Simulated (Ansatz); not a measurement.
Consider KNiF3 (cubic perovskite) (Pm-3m).

Symmetry: Pm-3m, No. 221, cubic system. Conventional cell: a = 3.875 Å, b = 3.875 Å, c = 3.875 Å, α = 90.00°, β = 90.00°, γ = 90.00°. K has 12 F at 2.74 Å nearest. Nearest to Ni lie 6 F at 1.94 Å. F has 2 Ni at 1.94 Å and 4 K at 2.74 Å nearest. Farther neighbours and most contacts between anions are not listed.

```xyz
5
Lattice="0.0000 -3.8750 0.0000 0.0000 0.0000 3.8750 -3.8750 0.0000 0.0000" Properties=species:S:1:pos:R:3 pbc="T T T"
K     0.0000    0.0000    0.0000
Ni   -1.9375   -1.9375    1.9375
F     0.0000   -1.9375    1.9375
F    -1.9375   -1.9375    0.0000
F    -1.9375    0.0000    1.9375
```

The structure was relaxed with LDA. The structure type comes from a generator and need not be one that this composition takes. The structure was generated from a model, not taken from a measurement. The runs that relaxed it are not among those shown. The program's search for lower electronic states was switched off, so nothing shows that the state found is the lowest. PAW set soft_2, made with PBE.

A constrained-RPA run (Ansatz 0.2.0; non-magnetic LDA; Ni d, bands v4 to c1, 6×6×6 mesh, medium accuracy) builds 5 functions on bands 2.8 eV wide, with 8.0 electrons in the window. The bare on-site interaction is 23.2 eV and the bare J 0.78 eV.

Question: What U and J survive the screening?

On the Ni d shell, U = 8.28 eV (36 % of the bare value), U′ = 6.98 eV, J = 0.65 eV.

The parent state is non-magnetic and the interaction static (zero frequency); U depends on the window and the orbitals, so it belongs to this model alone.

[Paths, hosts, dates, memory and timing lines, banners, echoed tables and standing remarks are left out of the program output.]

[Logs are printed without paths, hosts, clocks, repeated set-up lines and the standing remarks that a program may print on its own settings, such as how far it seeks lower states.]

[Runs of the session that timed out or met a known fault of the program may be left out.]

[Hosts, paths, dates, database ids (printed as entryN), source tags and the programs' standing remarks are cut or masked in the printed files.]
